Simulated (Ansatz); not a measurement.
# CdCu2GeSe4: which shell does photoemission see at 21.2 and 150 eV? (r²SCAN)

The valence band of CdCu2GeSe4 mixes several shells. Work out by hand which one leads the spectrum's area at each photon energy.

Filled states come from the projected DOS of Ansatz 0.2.0 (r²SCAN, plane waves); cross sections σ and asymmetry parameters β are those of free atoms in a Dirac–Hartree–Slater calculation. A shell's area is states × σ × angular factor, which is 1 + β·P₂(cos θ) for linear light, with θ = 10° from the polarisation and P₂ = 0.955.

**At 21.2 eV** (states counted from 11.2 eV below the zero; other shells add 3.7 to the products' sum of 131):

| shell | filled states a cell | cross section (Mb an electron) | β | angular factor | product | share by hand (%) | share in the simulated spectrum (%) |
| --- | --- | --- | --- | --- | --- | --- | --- |
| Cd 4d | 9.88 | 0.964 | -0.11 | 0.90 | 8.53 | 7 | 7 |
| Se 4p | 18.91 | 2.04 | 1.83 | 2.75 | 106 | 81 | 81 |
| Ge 3d | 0.01 | 0 | 0.00 | 1.00 | 0 | 0 | 0 |
| Cu 3d | 19.57 | 0.796 | -0.20 | 0.81 | 12.6 | 10 | 10 |

**At 150 eV** (states counted from 27.8 eV below the zero; other shells add 1.1 to the products' sum of 28.2):

| shell | filled states a cell | cross section (Mb an electron) | β | angular factor | product | share by hand (%) | share in the simulated spectrum (%) |
| --- | --- | --- | --- | --- | --- | --- | --- |
| Cd 4d | 9.98 | 0.0373 | -0.56 | 0.46 | 0.172 | 1 | 1 |
| Se 4p | 19.01 | 0.0213 | 0.98 | 1.93 | 0.784 | 3 | 3 |
| Ge 3d | 10.00 | 0.626 | 0.68 | 1.64 | 10.3 | 36 | 36 |
| Cu 3d | 19.66 | 0.438 | 0.89 | 1.85 | 15.9 | 56 | 57 |

Se 4p leads at 21.2 eV and Cu 3d at 150 eV. Between the two energies σ of Se 4p changes by a factor 0.010 and that of Cu 3d by 0.55, so their ratio moves 53-fold in favour of the second. The simulated spectrum uses the same rule on the energy-resolved DOS, so the two share columns agree within a few points.

Only crystals where the two columns agree within 4 points and the lead is clear are worked in this form. Free-atom cross sections ignore the solid's final states, no escape depth or background enters, and the count of states a shell hangs on the projection.
